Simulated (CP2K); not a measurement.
Two runs for the C K edge of chlorobenzene. Run A: CP2K XAS_TDP, all-electron GAPW, PBEh(45%), aug-pc-1, TDA, no relativity. Run B differs in one setting.

First lines with a strength over 0.0015. A:

```csv
atom,energy (eV),states,"strength, one atom"
C2 (bonded to 2 C and Cl),282.55,1,0.0580
,283.83,1,0.0541
,288.74,2,0.0023
,288.95,1,0.0052
,289.09,1,0.0034
"C3 (bonded to 2 C and H), 2 alike",281.23,1,0.0537
,284.16,1,0.0126
,285.30,1,0.0031
,285.87,1,0.0029
,286.74,1,0.0022
"C4 (bonded to 2 C and H), 2 alike",281.18,1,0.0554
,284.16,1,0.0107
,285.26,1,0.0017
,285.75,1,0.0035
,286.14,1,0.0038
C5 (bonded to 2 C and H),281.18,1,0.0544
,284.07,1,0.0107
,285.24,1,0.0032
,285.65,2,0.0025
,286.01,1,0.0028
```

B:

```csv
atom,energy (eV),states,"strength, one atom"
C2 (bonded to 2 C and Cl),286.53,1,0.0669
,287.77,1,0.0625
,293.90,1,0.0079
,294.00,1,0.0016
,294.25,1,0.0048
"C3 (bonded to 2 C and H), 2 alike",285.23,1,0.0633
,288.90,1,0.0214
,290.51,1,0.0030
,290.93,1,0.0035
,291.27,1,0.0019
"C4 (bonded to 2 C and H), 2 alike",285.14,1,0.0651
,288.90,1,0.0189
,290.45,1,0.0028
,290.79,1,0.0035
,291.37,1,0.0079
C5 (bonded to 2 C and H),285.16,1,0.0641
,288.81,1,0.0188
,290.39,1,0.0044
,290.71,1,0.0029
,291.22,1,0.0026
```

**Question.** Which was it: GW2X switched on, scalar relativity switched on, the basis, the functional?

The functional (functional from PBEh(45%) to PBEh(60%); the lines alone don't name the new value). A functional moves all lines by electronvolts and changes their spacings and strengths. Against PBEh(45%) in aug-pc-1, the leading lines move by +3.98 eV (C2, to 286.53), +4.00 eV (C3, to 285.23), +3.96 eV (C4, to 285.14) and +3.98 eV (C5, to 285.16); the strength of C2's goes from 0.0580 to 0.0669.

[Banner, clock and machine lines of the logs are left out without a mark of their own.]

[Logs are printed without paths, hosts, clocks, repeated set-up lines and the standing remarks that a program may print on its own settings, such as how far it seeks lower states.]

[Hosts, paths, dates, database ids (printed as entryN), source tags and the programs' standing remarks are cut or masked in the printed files.]
